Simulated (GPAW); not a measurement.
# How the form of the self-energy moves the gap of Ga2AsP (R3m), part 2 of 2

Aim: compare treatments of exchange, screening and correlation for the gap of Ga2AsP (R3m).

GPAW 26.7.0; LDA and many-body steps on it, plane waves. Known limits of the many-body steps: not at the basis limit; no spin-orbit coupling.

So far. Step 3 (G0W0, Godby-Needs plasmon pole): The gap on the mesh goes from 0.86 eV to 1.93 eV, a correction of +1.07 eV. Step 5 (G0W0, extrapolated in the cutoff): Against G0W0 in GPAW (4×4×4 mesh, 90 bands, screening to 60 eV, Godby-Needs plasmon pole), the gap moves by +0.100 eV.

### 6. One-shot PBE0

This step: one-shot PBE0 levels on LDA orbitals, plane waves, PAW.

run.py

```python
import json
import numpy as np
from gpaw.mpi import world
from gpaw.hybrids.eigenvalues import non_self_consistent_eigenvalues

dft, vxc, vxc_hyb = non_self_consistent_eigenvalues('full.gpw', 'PBE0', 6, 10, kpt_indices=[0])
res = {'dft': dft[0], 'hybrid': (dft - vxc + vxc_hyb)[0]}
if world.rank == 0:
    with open('hybrid.txt', 'w') as f:
        for k, e0, e1 in zip([0], res['dft'], res['hybrid']):
            print(k, ' '.join(f'{x:9.4f}' for x in e0), '|', ' '.join(f'{x:9.4f}' for x in e1), file=f)

if world.rank == 0:
    with open('result.json', 'w') as f:
        json.dump(res, f, default=lambda x: x.tolist())
```

The run is started by

```
mpirun -n 4 gpaw python run.py
```

Numbers of over 12 decimals in the logs are rounded to 6 here.

The log of the run:

```text
builder.py:213: UserWarning: The angles between your unit-cell vectors are 33.6, 33.6 and 33.6 degrees.  Results may be wrong!  Please Niggli-reduce your unit-cell so that the angles are closer to 90 degrees:

  from ase.build import niggli_reduce
  niggli_reduce(atoms)
  [... matrices ...]
  warnings.warn(
builder.py:213: UserWarning: The angles between your unit-cell vectors are 33.6, 33.6 and 33.6 degrees.  Results may be wrong!  Please Niggli-reduce your unit-cell so that the angles are closer to 90 degrees:

  from ase.build import niggli_reduce
  niggli_reduce(atoms)
  [... matrices ...]
  warnings.warn(
builder.py:213: UserWarning: The angles between your unit-cell vectors are 33.6, 33.6 and 33.6 degrees.  Results may be wrong!  Please Niggli-reduce your unit-cell so that the angles are closer to 90 degrees:

  from ase.build import niggli_reduce
  niggli_reduce(atoms)
  [... matrices ...]
  warnings.warn(
builder.py:213: UserWarning: The angles between your unit-cell vectors are 33.6, 33.6 and 33.6 degrees.  Results may be wrong!  Please Niggli-reduce your unit-cell so that the angles are closer to 90 degrees:

  from ase.build import niggli_reduce
  niggli_reduce(atoms)
  [... matrices ...]
  warnings.warn(
IBZ(<points: 13, symmetries: 6>)
Occupied bands: 8
Transforming wave functions from IBZ to BZ: 0.029 seconds
Distributing wave functions and iFFT-ing to real space: 0.244 seconds
Calculating eigenvalues:
  k-points: 1
  Bands: 6-9 (inclusive)
  Seconds: 0.569 (wave-function broadcasting: 0.004 seconds)
HSE06-eigenvalue shifts:
  min: -0.495 eV
  ave: 0.304 eV
  max: 1.109 eV
```

The job ended after 3.2 s (4 MPI ranks of Arm Neoverse V2, shared host; peak memory 0.85 GiB).

This step gave:

- starting gap on the mesh: 0.8630 eV
- hybrid gap on the mesh: 2.468 eV
- least direct hybrid gap on the computed points: 2.468 eV

### 7. G0W0, full frequency, Hilbert transform

This step: G0W0 on LDA, plane waves, PAW.

run.py

```python
import json
import numpy as np
from gpaw.mpi import world
from gpaw.response.g0w0 import G0W0

gw = G0W0('full.gpw',
    filename='gw',
    kpts=[0],
    bands=(6, 10),
    ecut=60,
    nbands=90,
    integrate_gamma='WS',
    frequencies={'type': 'nonlinear', 'domega0': 0.1, 'omega2': 15.0},
    eta=0.1,
    nblocksmax=True)
gw.calculate()
res = {mode: {k: v for k, v in r.items() if k != 'sigma_eskwn'}
       for mode, r in gw.all_results.items()}

if world.rank == 0:
    with open('result.json', 'w') as f:
        json.dump(res, f, default=lambda x: x.tolist())
```

The run is started by

```
mpirun -n 4 gpaw python run.py
```

The log of the run:

```text
Using integrator: PointIntegrator
NonLinearFrequencyDescriptor(from 0.000 to 61.556 eV, 229 points)
Nonperiodic BCs:  [False False False]
Using integrator: PointIntegrator
NonLinearFrequencyDescriptor(from 0.000 to 61.556 eV, 229 points)
Nonperiodic BCs:  [False False False]
  ___  _ _ _
 |   || | | |
 | | || | | |
 |__ ||_____|
 |___|

BZ k-points: Symmetries present (total): 6

  [... matrices ...]
64 k-points: 4 x 4 x 4 Monkhorst-Pack grid + [1/8,1/8,1/8]
13 k-points in the irreducible part of the Brillouin zone
       k-points in crystal coordinates                weights
[...]
Results:
f:      Occupation numbers
eps:     KS-eigenvalues [eV]
vxc:     KS vxc [eV]
exx:     Exact exchange [eV]
sigma:   Self-energies [eV]
dsigma:  Self-energy derivatives
Z:       Renormalization factors
qp:      QP-energies [eV]

k-point 0 (0): (0.000, 0.000, 0.000)                GW
band       f     eps     vxc     exx   sigma  dsigma       Z      qp
                                                                   GW
   6   1.000   4.718 -15.170 -16.534   1.496  -0.303   0.768   4.819
   7   1.000   4.718 -15.170 -16.534   1.496  -0.303   0.768   4.819
   8   0.000   5.581 -15.727 -11.170  -3.054  -0.297   0.771   6.740
   9   0.000   5.858 -14.319  -9.770  -3.192  -0.288   0.777   6.913
```

It took 85 s on 4 MPI ranks; peak memory 1.7 GiB.

Numbers from this step:

- G0W0 gap on the points computed: 1.921 eV
- least direct G0W0 gap on the computed points: 1.921 eV
- starting gap on the mesh: 0.8630 eV
- k of the valence top: 0, 0, 0
- k of the conduction bottom: 0, 0, 0

Against G0W0 in GPAW (4×4×4 mesh, 90 bands, screening to 60 eV, Godby-Needs plasmon pole), the gap moves by −0.012 eV.

### 8. The runs together

Times are wall times on 4 MPI ranks of Arm Neoverse V2, shared host, good to a factor of about two.

| run | mesh | bands | screening cutoff (eV) | DFT gap (eV) | gap on the mesh (eV) | direct (eV) | time |
| --- | --- | --- | --- | --- | --- | --- | --- |
| G0W0, Godby-Needs plasmon pole | 4×4×4 | 90 | 60 | 0.863 | 1.933 | 1.933 | 69 s |
| one-shot HSE06 | 4×4×4 | - | - | 0.863 | 1.780 | 1.780 | 3.2 s |
| G0W0, extrapolated in the cutoff | 4×4×4 | - | 100 | 0.863 | 2.033 | 2.033 | 3.6 min |
| one-shot PBE0 | 4×4×4 | - | - | 0.863 | 2.468 | 2.468 | 3.2 s |
| G0W0, full frequency, Hilbert transform | 4×4×4 | 90 | 60 | 0.863 | 1.921 | 1.921 | 85 s |

### 9. Results

```
G0W0, Godby-Needs plasmon pole          : 1.933 eV
one-shot HSE06                          : 1.780 eV
G0W0, extrapolated in the cutoff        : 2.033 eV
one-shot PBE0                           : 2.468 eV
G0W0, full frequency, Hilbert transform : 1.921 eV
known limits                            : not at the basis limit; no spin-orbit coupling
```

What this shows: One-shot HSE06: −0.154 eV against G0W0, Godby-Needs plasmon pole. G0W0, extrapolated in the cutoff: +0.100 eV against G0W0, Godby-Needs plasmon pole, at other bands or cutoff, so not like for like. One-shot PBE0: +0.534 eV against G0W0, Godby-Needs plasmon pole. G0W0, full frequency, Hilbert transform: −0.012 eV against G0W0, Godby-Needs plasmon pole. One-shot hybrid levels are evaluated on the LDA orbitals. Bands and cutoff are finite, so the gap is not at the basis limit. The miss can reach some tenths of an eV and take either sign; the mesh is an error of its own. These stock PAW sets were not made for GW; the filled d or f shell of As and Ga lies in the frozen core, which bears on start and correction. In the G0W0 runs levels were corrected at 1 k point alone, so a gap called «on the mesh» is the least over those, and an edge elsewhere would be missed. The many-body steps are scalar-relativistic: spin-orbit coupling is not in them.

[Paths, hosts, dates, memory and timing lines, banners, echoed tables and standing remarks are left out of the program output.]

[Logs are printed without paths, hosts, clocks, repeated set-up lines and the standing remarks that a program may print on its own settings, such as how far it seeks lower states.]

[Runs of the session that timed out or met a known fault of the program may be left out.]

[Hosts, paths, dates, database ids (printed as entryN), source tags and the programs' standing remarks are cut or masked in the printed files.]
